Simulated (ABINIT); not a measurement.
An input for ABINIT 10.8.3 (PtSe2 (P-3m1)):

```
acell 3*1.0 Angstrom
rprim 
  3.717306547987 0.000000000003 0.000000000000
  -1.858653273996 3.219281904210 0.000000000000
  0.000000000000 0.000000000000 5.820074020000
ntypat 2
znucl 78 34
natom 3
typat 1 2 2
xred 
  0.000000000000 0.000000000000 0.000000000000
  0.666666666667 0.333333333333 0.774611840000
  0.333333333333 0.666666666667 0.225388160000
pp_dirpath "pseudos"
pseudos "Pt.upf, Se.upf"
ecut 48
ngkpt 3 3 2
nshiftk 1
shiftk 0 0 0
kptopt 1
chksymbreak 0
istwfk *1
occopt 1
irdwfk 1
optdriver 3
nband 128
ecuteps 3.9
inclvkb 2
awtr 1
symchi 1
gwcalctyp 10
mbpt_sciss 0.860 eV
nqptdm 1
qptdm 
  0 0 0
indata_prefix "in"
outdata_prefix "out"
tmpdata_prefix "tmp"
```

```sh
OMP_NUM_THREADS=1 mpirun -n 4 abinit run.abi > log
```

Estimate wall time and host memory on 4 MPI ranks of Arm Neoverse V1, shared host.

It took 25 s; on shared hardware allow 13 s to 51 s. Peak host memory was 1.1 GiB.

[Paths, hosts, dates, memory and timing lines, banners, echoed tables and standing remarks are left out of the program output.]

[Logs are printed without paths, hosts, clocks, repeated set-up lines and the standing remarks that a program may print on its own settings, such as how far it seeks lower states.]

[Runs of the session that timed out or met a known fault of the program may be left out.]

[Hosts, paths, dates, database ids (printed as entryN), source tags and the programs' standing remarks are cut or masked in the printed files.]

[G0W0 gaps are taken among the corrected bands and points alone; a level outside them can change the order at an edge.]

[Where Ansatz stands beside ABINIT at settings called matched, ABINIT's density can come from a denser mesh and the files from another edition; pairs whose starting gaps differed by over 0.03 eV were left out, so agreement reads better than it is.]
